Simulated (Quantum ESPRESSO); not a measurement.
# Canted and collinear textures of TiAu, part 2 of 2

Wanted: energies and final angles of several spin textures of TiAu

Quantum ESPRESSO 7.5; LDA; plane waves with GBRV 1.5 LDA potentials, no spin-orbit coupling.

So far, absolute magnetization (μB): step 2 (start 1: collinear parallel) 0.657; step 3 (start 2: two sublattices 30 degrees apart) 0.673.

## Step 4: Start 3: collinear alternating

Contents of pw.in:

```
&CONTROL
  calculation = 'scf'
  prefix = 'pwscf'
  outdir = './tmp'
  pseudo_dir = './pseudo'
  disk_io = 'nowf'
/
&SYSTEM
  ibrav = 0
  celldm(1) = 8
  nat = 4
  ntyp = 3
  ecutwfc = 34
  ecutrho = 238
  nbnd = 64
  occupations = 'smearing'
  smearing = 'fd'
  degauss = 0.00734986
  noncolin = .true.
  starting_magnetization(1) = 0.0833
  angle1(1) = 0
  angle2(1) = 0
  starting_magnetization(2) = 0.0833
  angle1(2) = 180
  angle2(2) = 0
  starting_magnetization(3) = 0
/
&ELECTRONS
  conv_thr = 4d-08
  electron_maxstep = 150
  mixing_beta = 0.3
/
ATOMIC_SPECIES
Ti1    47.8670 ti_lda_v1.4.uspp.F.UPF
Ti2    47.8670 ti_lda_v1.4.uspp.F.UPF
Au    196.9666 au_lda_v1.uspp.F.UPF
CELL_PARAMETERS alat
   1.0901526168627    0.0000000000000    0.0000000000000
   0.0000000000000    0.6980635076285    0.0000000000000
   0.0000000000000    0.0000000000000    1.1686805710032
ATOMIC_POSITIONS crystal
Ti1     0.2500000000    0.0000000000    0.8201905100
Ti2     0.7500000000    0.0000000000    0.1798094900
Au      0.2500000000    0.5000000000    0.3241104800
Au      0.7500000000    0.5000000000    0.6758895200
K_POINTS automatic
4 6 4 0 0 0
```

Run with:

```
$ OMP_NUM_THREADS=1 mpirun -n 4 pw.x -nk 4 -in pw.in > pw.out
```

The program printed:

```text
     [... lines left out ...]
Program PWSCF v.7.5 starts
     [... lines left out ...]
     number of atoms/cell      =            4
     [... lines left out ...]
     number of electrons       =        46.00
     number of Kohn-Sham states=           64
     kinetic-energy cutoff     =      34.0000  Ry
     charge density cutoff     =     238.0000  Ry
     scf convergence threshold =      4.0E-08
     [... lines left out ...]
     Noncollinear calculation without spin-orbit
     [... lines left out ...]
      4 Sym. Ops. (no inversion) found ( 2 have fractional translation)
     [... lines left out ...]
     number of k points=    38  Fermi-Dirac smearing, width (Ry)=  0.0073
     [... lines left out ...]
     iteration # 20     ecut=    34.00 Ry     beta= 0.30
     [... lines left out ...]
     atom number    1 relative position :    0.2725   0.0000   0.9585
     [... lines left out ...]
     magnetization :         -0.000000   -0.000000   -0.000373
     [... lines left out ...]
     atom number    2 relative position :    0.8176   0.0000   0.2101
     [... lines left out ...]
     magnetization :          0.000000    0.000000    0.000356
     [... lines left out ...]
     atom number    3 relative position :    0.2725   0.3490   0.3788
     [... lines left out ...]
     magnetization :          0.000000    0.000000   -0.000002
     [... lines left out ...]
     atom number    4 relative position :    0.8176   0.3490   0.7899
     [... lines left out ...]
     magnetization :          0.000000   -0.000000    0.000001
     [... lines left out ...]
     the Fermi energy is    14.7932 ev
!    total energy              =    -468.44192745 Ry
     estimated scf accuracy    <       0.00000002 Ry
     smearing contrib. (-TS)   =      -0.01371583 Ry
     [... lines left out ...]
     total magnetization       =     0.00     0.00    -0.00 Bohr mag/cell
     absolute magnetization    =     0.00 Bohr mag/cell
     convergence has been achieved in  20 iterations
```

Elapsed: 66 s, on 4 MPI ranks of Arm Neoverse V2, shared host; peak memory 0.67 GiB.

Spin moment in the atom's sphere by atom:

```csv
atom,x (μB),y (μB),z (μB),size
Ti1,0.0000,0.0000,-0.0004,0.0004
Ti2,0.0000,0.0000,0.0004,0.0004
Au3,0.0000,0.0000,0.0000,0.0000
Au4,0.0000,0.0000,0.0000,0.0000
```

This step gave:

* smearing term TS: 0.1866 eV
* magnetization: 0, 0, 0 μB
* absolute magnetization: 0 μB
* final state: non-magnetic

## Step 5: Start 4: random 1

Changes to pw.in since step 4:

```diff
@@ -20,8 +20,9 @@
   starting_magnetization(1) = 0.0833
-  angle1(1) = 0
-  angle2(1) = 0
+  angle1(1) = 121.671
+  angle2(1) = -36.735
   starting_magnetization(2) = 0.0833
-  angle1(2) = 180
-  angle2(2) = 0
+  angle1(2) = 89.656
+  angle2(2) = 138.933
   starting_magnetization(3) = 0
+  nosym = .true.
 /
```

The program printed:

```text
     [... lines left out ...]
Program PWSCF v.7.5 starts
     [... lines left out ...]
     number of atoms/cell      =            4
     [... lines left out ...]
     number of electrons       =        46.00
     number of Kohn-Sham states=           64
     kinetic-energy cutoff     =      34.0000  Ry
     charge density cutoff     =     238.0000  Ry
     scf convergence threshold =      4.0E-08
     [... lines left out ...]
     Noncollinear calculation without spin-orbit
     [... lines left out ...]
     No symmetry found
     [... lines left out ...]
     number of k points=    96  Fermi-Dirac smearing, width (Ry)=  0.0073
     [... lines left out ...]
     iteration # 30     ecut=    34.00 Ry     beta= 0.30
     [... lines left out ...]
     atom number    1 relative position :    0.2725   0.0000   0.9585
     [... lines left out ...]
     magnetization :         -0.034641    0.071378   -0.252045
     [... lines left out ...]
     atom number    2 relative position :    0.8176   0.0000   0.2101
     [... lines left out ...]
     magnetization :         -0.035536    0.072104   -0.251707
     [... lines left out ...]
     atom number    3 relative position :    0.2725   0.3490   0.3788
     [... lines left out ...]
     magnetization :         -0.001095    0.002233   -0.007830
     [... lines left out ...]
     atom number    4 relative position :    0.8176   0.3490   0.7899
     [... lines left out ...]
     magnetization :         -0.001087    0.002227   -0.007832
     [... lines left out ...]
     the Fermi energy is    14.7978 ev
!    total energy              =    -468.44204149 Ry
     estimated scf accuracy    <       0.00000001 Ry
     smearing contrib. (-TS)   =      -0.01228715 Ry
     [... lines left out ...]
     total magnetization       =    -0.09     0.18    -0.62 Bohr mag/cell
     absolute magnetization    =     0.66 Bohr mag/cell
     convergence has been achieved in  30 iterations
```

Run time: 4 min. Hardware: 4 MPI ranks; peak memory 0.78 GiB.

Spin moment in the atom's sphere by atom:

```csv
atom,x (μB),y (μB),z (μB),size
Ti1,-0.035,0.071,-0.252,0.264
Ti2,-0.035,0.072,-0.252,0.264
Au3,-0.001,0.002,-0.008,0.008
Au4,-0.001,0.002,-0.008,0.008
```

Numbers from this step:

```yaml
smearing_term_ts: 0.1672 eV
magnetization: -0.087, 0.178, -0.624 μB
absolute_magnetization: 0.662 μB
final_state: ferromagnetic
```

## Step 6: The textures together

States with no site moment of 0.15 μB are listed as non-magnetic. Textures, by row:

```csv
start,final state,energy over the lowest (meV a seeded atom),smallest moment (μB),largest moment (μB),net moment (μB a cell),angles to the first moment (degrees)
collinear parallel,ferromagnetic,0,0.2622,0.2622,0.6496,0
two sublattices 30 degrees apart,ferromagnetic,0.002178,0.2688,0.2688,0.6656,0
collinear alternating,non-magnetic,0.8042,0,0,0,-
random 1,ferromagnetic,0.02838,0.2642,0.2642,0.6546,0
```

## Step 7: Outcome

```yaml
lowest_start: collinear parallel, two sublattices 30 degrees apart and random 1
its_final_state: ferromagnetic
its_moments: 0.262 μB
its_net_moment: 0.650 μB a cell
```

In words: No finished start ends non-collinear. The mesh is coarse, so differences of some ten meV can be noise where moments are itinerant. Without spin–orbit coupling only the angles between moments matter. The cell holds only so many moments, so longer spirals cannot form in it. Energies are free energies at an electronic temperature of 1160 K, which lowers moments and differences where the moments are itinerant. The cutoff lies under the 40 Ry that these files are usually run at.

[Logs and program files are shortened in this print: banners, set-up blocks, solver, clock and traceback lines can be left out without a mark of their own.]

[Logs are printed without paths, hosts, clocks, repeated set-up lines and the standing remarks that a program may print on its own settings, such as how far it seeks lower states.]

[Hosts, paths, dates, database ids (printed as entryN), source tags and the programs' standing remarks are cut or masked in the printed files.]

[Where a cell is said to come from a database of computed structures, the database is the Materials Project.]
